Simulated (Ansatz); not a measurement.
# NaCdCl3 (model cell, started as cubic perovskite with Cd in the octahedra): a soft mode frozen in, part 2 of 3

Aim: this structure of NaCdCl3 (model cell, started as cubic perovskite with Cd in the octahedra) is to be tested for unstable modes, and one is followed downhill.

Ansatz 0.2.0; DFT r2SCAN, scalar-relativistic, plane waves, PAW; PAW set soft_1.

So far, highest frequency on the path or at a solved wavevector (cm⁻¹): step 2 (the dispersion) 318. Also lowest frequency on the path (cm⁻¹): step 2 -92.8.

The structure was built from a prototype and need not be the compound's stable phase.

### Step 6. Relaxation from the frozen mode

Starting from the lowest point found, all atoms and the cell are let go, so that strain and other modes of the same symmetry can join in.

File input.yaml:

```yaml
crystal:
  lattice:
    - [5.169590516, 0.0, 0.0]
    - [0.0, 5.169590516, 0.0]
    - [0.0, 0.0, 5.169590516]
  atoms:
    - { symbol: Na, position: [0.0, 0.1160633513, 0.0] }
    - { symbol: Cd, position: [0.5, 0.5012295908, 0.5] }
    - { symbol: Cl, position: [0.5, 0.4644865557, 0.0] }
    - { symbol: Cl, position: [0.5, -0.008140753, 0.5] }
    - { symbol: Cl, position: [0.0, 0.4644865557, 0.5] }
kpoints:
  mp_grid: { grid: [6, 6, 6] }
hamiltonian:
  xc: r2scan
  pseudopotentials: { kind: paw, azcp: { folder: soft_1 } }
scf:
  occupations: { method: fixed }
output:
  forces: true
  stress: true
  eigenvalues: true
relax:
  adjacent_minimum: "off"
  f_tol: 0.002
  max_steps: 120
  cell: { stress_tol: 0.03 }
```

Run with:

```
> ansatz run input.yaml --threads 4 --pin off --max-ram 16384MiB --backend cpu --events-out ev --progress --plain --runs-dir out
```

Numbers of over 12 decimals in the logs are rounded to 6 here.

The log of the run:

```text
[...]
Crystal: 5 atoms, lattice volume = 138.156 Å³
Basis set: ecut = 500 eV, 3431 PW (Γ), exchange–correlation on 160×160×160 points (64 copies of the dense FFT grid, shifted against one another)
Bands: 30, of which v1, the nominal top of the filled ones, is band 25 counted from 1 (24 counted from 0)
Symmetry: 8 space group operations
[...]
k-points: 40 of 216 (time reversal used)
[...]
SCF iter   1: F=—  HF=-13017.062400 eV  |F-HF|=—  |Δ(HF+E_count)|=         —  Δρ=6.71e-2  dr2=5.44e0  dr2_τ=1.33e-2  ethr=3.10e-3  ⟨swp⟩=5.0  Hψ=4406  notcnv=0  defer=113
[...]
SCF iter   9: F=-13015.027577 eV  HF=-13015.027577 eV  |F-HF|=5.77e-9  |Δ(HF+E_count)|=   4.76e-8  Δρ=1.77e-6  dr2=5.09e-9  dr2_τ=6.77e-10  ethr=2.00e-10  ⟨swp⟩=6.0  Hψ=4947  notcnv=0
SCF 1 converged in 9 iterations: F = -13015.027577 eV  dr2 = 5.09e-9
[...]
relax step   1: F+E_penalty+E_count = -13015.02757735 eV  Δ(F+E_penalty+E_count) = +0.000e0 eV  max|allowed force component| = 2.610e-1 eV/Å  Δτ_max = 0.0000 Å  P = +0.224 GPa  Ω = 138.156 Å³  (9 SCF iters, dr2 threshold 1.00e-7 eV, accepted)
Crystal: 5 atoms, lattice volume = 140.411 Å³
Basis set: ecut = 500 eV, 3615 PW (Γ), exchange–correlation on 160×160×160 points (64 copies of the dense FFT grid, shifted against one another)
[...]
iter 1 solved again at ethr=8.28e-5 eV; its pass at ethr=3.10e-3 eV (dr2=4.14e-2 eV) is discarded
[...]
SCF iter   7: F=-13015.060807 eV  HF=-13015.060807 eV  |F-HF|=1.50e-7  |Δ(HF+E_count)|=   3.36e-7  Δρ=6.88e-6  dr2=6.39e-8  dr2_τ=4.81e-9  ethr=1.00e-9  ⟨swp⟩=12.8  Hψ=7080  notcnv=0
SCF 2 converged in 7 iterations: F = -13015.060807 eV  dr2 = 6.39e-8
relax step   2: F+E_penalty+E_count = -13015.06080733 eV  Δ(F+E_penalty+E_count) = -3.323e-2 eV  max|allowed force component| = 2.445e-1 eV/Å  Δτ_max = 0.1025 Å  P = -0.225 GPa  Ω = 140.411 Å³  energy of the carried Pulay correction = -3.438e-4 eV  (7 SCF iters, dr2 threshold 5.00e-7 eV, accepted)
Crystal: 5 atoms, lattice volume = 140.288 Å³
Basis set: ecut = 500 eV, 3623 PW (Γ), exchange–correlation on 160×160×160 points (64 copies of the dense FFT grid, shifted against one another)
[...]
SCF iter   7: F=-13015.114590 eV  HF=-13015.114590 eV  |F-HF|=2.48e-8  |Δ(HF+E_count)|=   7.73e-8  Δρ=8.04e-6  dr2=8.27e-8  dr2_τ=8.77e-9  ethr=1.00e-9  ⟨swp⟩=13.1  Hψ=7215  notcnv=0
SCF 3 converged in 7 iterations: F = -13015.114590 eV  dr2 = 8.27e-8
relax step   3: F+E_penalty+E_count = -13015.11459028 eV  Δ(F+E_penalty+E_count) = -5.378e-2 eV  max|allowed force component| = 1.774e-1 eV/Å  Δτ_max = 0.1951 Å  P = +0.098 GPa  Ω = 140.288 Å³  energy of the carried Pulay correction = -3.252e-4 eV  (7 SCF iters, dr2 threshold 5.00e-7 eV, accepted)
[...]
relax step   4: F+E_penalty+E_count = -13015.13345422 eV  Δ(F+E_penalty+E_count) = -1.886e-2 eV  max|allowed force component| = 5.819e-2 eV/Å  Δτ_max = 0.1943 Å  P = +0.221 GPa  Ω = 141.564 Å³  energy of the carried Pulay correction = -5.174e-4 eV  (7 SCF iters, dr2 threshold 5.00e-7 eV, accepted)
[...]
relax step   5: F+E_penalty+E_count = -13015.13373144 eV  Δ(F+E_penalty+E_count) = -2.772e-4 eV  max|allowed force component| = 6.787e-2 eV/Å  Δτ_max = 0.0430 Å  P = -0.114 GPa  Ω = 142.747 Å³  energy of the carried Pulay correction = -6.940e-4 eV  (7 SCF iters, dr2 threshold 3.46e-7 eV, accepted)
[...]
relax step   6: F+E_penalty+E_count = -13015.13509140 eV  Δ(F+E_penalty+E_count) = -1.360e-3 eV  max|allowed force component| = 2.262e-2 eV/Å  Δτ_max = 0.0209 Å  P = +0.004 GPa  Ω = 142.321 Å³  energy of the carried Pulay correction = -6.306e-4 eV  (6 SCF iters, dr2 threshold 2.88e-7 eV, accepted)
[...]
relax step   7: F+E_penalty+E_count = -13015.13519526 eV  Δ(F+E_penalty+E_count) = -1.039e-4 eV  max|allowed force component| = 2.786e-3 eV/Å  Δτ_max = 0.0063 Å  P = -0.003 GPa  Ω = 142.365 Å³  energy of the carried Pulay correction = -6.372e-4 eV  (6 SCF iters, dr2 threshold 3.20e-8 eV, accepted)
[...]
relax step   8: F+E_penalty+E_count = -13015.13523732 eV  Δ(F+E_penalty+E_count) = -4.206e-5 eV  max|allowed force component| = 5.429e-3 eV/Å  Δτ_max = 0.0072 Å  P = -0.001 GPa  Ω = 142.392 Å³  energy of the carried Pulay correction = -6.411e-4 eV  (8 SCF iters, dr2 threshold 4.85e-10 eV, accepted)
[...]
relax step   9: F+E_penalty+E_count = -13015.13524411 eV  Δ(F+E_penalty+E_count) = -6.782e-6 eV  max|allowed force component| = 2.086e-4 eV/Å  Δτ_max = 0.0020 Å  P = -0.000 GPa  Ω = 142.395 Å³  energy of the carried Pulay correction = -6.417e-4 eV  (6 SCF iters, dr2 threshold 1.84e-9 eV, accepted)
[...]
SCF iter   8: F=-13015.135894 eV  HF=-13015.135894 eV  |F-HF|=1.82e-12  |Δ(HF+E_count)|=  7.46e-11  Δρ=3.47e-8  dr2=4.41e-12  dr2_τ=1.18e-13  ethr=1.00e-12  ⟨swp⟩=17.0  Hψ=8729  notcnv=0
SCF 10 converged in 8 iterations: F = -13015.135894 eV  dr2 = 4.41e-12
relax step  10: F+E_penalty+E_count = -13015.13589422 eV  Δ(F+E_penalty+E_count) = -6.501e-4 eV  max|allowed force component| = 2.336e-4 eV/Å  Δτ_max = 0.0000 Å  P = +0.002 GPa  Ω = 142.395 Å³  stress off target by 2.22e-3 GPa  SCF on the basis re-selected at this cell (its energy is not comparable with the rows above)  (8 SCF iters)
basis re-selected at this cell: Δ(F+E_penalty+E_count) = -6.501e-4 eV, ΔP = +0.002 GPa vs the last step (what re-selecting the basis moved, of the pressure what is left beyond the Pulay correction that the steps carried, after the strain that the cell walked since its last selection, with what the two solves' SCF thresholds leave and, on support functions, any second-order correction that the steps lacked; it is no m [...]
SCF converged after 8 iterations
Free energy (F): -13015.135894 eV
[...]
Internal energy: -13015.135894 eV  (E = F + TS)
E sigma→0 (E₀):  -13015.135894 eV
Fermi energy:    1.415244 eV
[...]
--- Forces (eV/Å), atoms counted from 1 ---
  atom   1  Na    -0.00000000     0.00016370     0.00000000
  atom   2  Cd    -0.00000000    -0.00023424     0.00000000
  atom   3  Cl    -0.00000000    -0.00000619     0.00000000
  atom   4  Cl     0.00000000     0.00007992     0.00000000
  atom   5  Cl     0.00000000    -0.00000619     0.00000000
  max |Σ_I F_I| component: 3.01e-6 eV/Å
--- Stress (GPa, compression-positive) ---
        0.002219       0.000000       0.000000
        0.000000       0.001408       0.000000
        0.000000       0.000000       0.002219
  P = ⅓ Tr σ = 0.0019 GPa (0.019 kbar)
--- Band table (eV; the first three rows and the last of 40) ---
  k-point 0: bands = [... 21 lower, 0.4177, 0.6584, 0.9720, 0.9720, 3.9207, 6.6237, 9.9265, 10.7273, ... 1 higher]
  k-point 1: bands = [... 21 lower, 0.3671, 0.6292, 0.8726, 0.9754, 4.4268, 6.8839, 10.1094, 10.6461, ... 1 higher]
  k-point 2: bands = [... 21 lower, 0.2179, 0.6087, 0.7413, 0.9823, 5.5627, 7.5601, 9.7289, 11.0372, ... 1 higher]
  k-point 39: bands = [... 21 lower, 1.1327, 1.3186, 1.3186, 1.4152, 7.5851, 8.4596, 8.4991, 8.4991, ... 1 higher]
--- Relaxed structure (9 steps of the walk, 9 accepted, 1 SCFs on fresh bases) ---
  F+E_penalty+E_count = -13015.13589422 eV   max|allowed force component| = 2.336e-4 eV/Å   (the final SCF, on the basis selected at the relaxed cell)
  cell:  # Å, volume = 142.3954 Å³
    - [5.210673, 0, 0.0]
    - [0, 5.244551, 0.0]
    - [0.0, 0.0, 5.210673]
  atoms:
    - { symbol: Na, position: [0, 0.210656, 0.0] }
    - { symbol: Cd, position: [0.5, 0.490660, 0.5] }
    - { symbol: Cl, position: [0.5, 0.432713, 0.0] }
    - { symbol: Cl, position: [0.5, -0.028615, 0.5] }
    - { symbol: Cl, position: [0, 0.432713, 0.5] }
```

The job ended after 90 s (4 threads of Arm Neoverse V2, shared host; peak memory 0.74 GiB).

Relaxation path:

```tsv
step	energy less that of the first step (eV)	largest force component (eV/Å)	pressure (GPa)	volume (Å³)
1	0.0000	0.2610	0.22	138.16
2	-0.0332	0.2445	-0.23	140.41
3	-0.0870	0.1774	0.10	140.29
4	-0.1059	0.0582	0.22	141.56
5	-0.1062	0.0679	-0.11	142.75
6	-0.1075	0.0226	0.00	142.32
7	-0.1076	0.0028	0.00	142.37
8	-0.1077	0.0054	0.00	142.39
9	-0.1077	0.0002	0.00	142.40
10*	-0.1083	0.0002	0.00	142.40
```

Relaxation steps marked * repeat the geometry before them on a plane-wave basis chosen anew for their cell, so energy and pressure can jump there.

The run keeps the 8 symmetry operations that it works with, so distortions that break them were not tested.

```tsv
conventional cell, symmetrised	before	after	change
a (Å)	5.170	5.211	+0.8 %
b (Å)	5.170	5.211	+0.8 %
c (Å)	5.170	5.245	+1.5 %
volume (Å³/atom)	27.63	28.48	+3.1 %
```

The atoms that moved most (Å, as changes of fractional coordinates times the final cell):

```tsv
atom	dx	dy	dz	length
Na1	0.000	0.496	0.000	0.496
Cl5	0.000	-0.167	0.000	0.167
Cl3	0.000	-0.167	0.000	0.167
Cl4	0.000	-0.107	0.000	0.107
Cd2	0.000	-0.055	0.000	0.055
```

Final coordinates:

```cif
data_structure
_symmetry_space_group_name_H-M 'P 1'
_symmetry_Int_Tables_number 1
_cell_length_a 5.2107
_cell_length_b 5.2446
_cell_length_c 5.2107
_cell_angle_alpha 90.000
_cell_angle_beta 90.000
_cell_angle_gamma 90.000
_cell_volume 142.40
loop_
_atom_site_label
_atom_site_type_symbol
_atom_site_fract_x
_atom_site_fract_y
_atom_site_fract_z
_atom_site_occupancy
Na1 Na 0.00000 0.21066 0.00000 1
Cd2 Cd 0.50000 0.49066 0.50000 1
Cl3 Cl 0.50000 0.43271 0.00000 1
Cl4 Cl 0.50000 0.97138 0.50000 1
Cl5 Cl 0.00000 0.43271 0.50000 1
```

Numbers from this step:

* pressure: 0.001949 GPa
* gap on the k-mesh: 2.505 eV
* volume per atom: 28.48 Å³

The distorted start has space group P4mm; the relaxation ends in P4mm.

### Step 7. The new phase in its own primitive cell

The relaxed structure is symmetrised, reduced to its primitive cell and relaxed tightly, as its phonons need.

input.yaml, the sections that differ from step 6:

```yaml
crystal:
  lattice:
    - [5.2106729969, 0.0, 0.0]
    - [0.0, 5.2106729969, 0.0]
    - [0.0, 0.0, 5.2445508577]
  atoms:
    - { symbol: Na, position: [0.0, 0.0, 0.7893444014] }
    - { symbol: Cd, position: [0.5, 0.5, 0.5093404736] }
    - { symbol: Cl, position: [0.5, 0.0, 0.5672872212] }
    - { symbol: Cl, position: [0.5, 0.5, 0.0286153821] }
    - { symbol: Cl, position: [0.0, 0.5, 0.5672872212] }
kpoints:
  mp_grid: { grid: [4, 4, 4] }
relax:
  adjacent_minimum: "off"
  f_tol: 0.001
  max_steps: 60
  cell: { stress_tol: 0.01 }
# hamiltonian, scf, output: as in step 6
```

The log of the run:

```text
[...]
Crystal: 5 atoms, lattice volume = 142.395 Å³
Basis set: ecut = 500 eV, 3711 PW (Γ), exchange–correlation on 160×160×160 points (64 copies of the dense FFT grid, shifted against one another)
Bands: 30, of which v1, the nominal top of the filled ones, is band 25 counted from 1 (24 counted from 0)
Symmetry: 8 space group operations
[...]
cell:  # Å, volume = 142.3954 Å³
    - [5.2106729969, 0.0, 0.0]
    - [0.0, 5.2106729969, 0.0]
    - [0.0, 0.0, 5.2445508577]
  atoms:
    - { symbol: Na, position: [0.0, 0.0, 0.7893444014] }
    - { symbol: Cd, position: [0.5, 0.5, 0.5093404736] }
    - { symbol: Cl, position: [0.5, 0.0, 0.5672872212] }
    - { symbol: Cl, position: [0.5, 0.5, 0.0286153821] }
    - { symbol: Cl, position: [0.0, 0.5, 0.5672872212] }
[key lines of the parts left out:]
SCF converged after 6 iterations
Free energy (F): -13015.135785 eV
Fermi energy:    1.415272 eV
P = ⅓ Tr σ = 0.0018 GPa (0.018 kbar)
```

Wall time 9.2 s (4 threads); peak memory 0.65 GiB.

Little changed from the start: no atom moved by 0.005 Å and no cell edge by 0.1 %.

A gap read on the k-mesh alone can miss the band edges.

This step gave:

```
pressure           : 0.001771 GPa
direct gap on mesh : 2.949 eV
```

The largest force component left is 0.29 meV/Å and the pressure is 0.002 GPa, within the tolerances set. The cell now holds 28.48 Å³/atom.

(Continued in part 3 of 3.)

[Logs are printed without paths, hosts, clocks, repeated set-up lines and the standing remarks that a program may print on its own settings, such as how far it seeks lower states.]

[Hosts, paths, dates, database ids (printed as entryN), source tags and the programs' standing remarks are cut or masked in the printed files.]
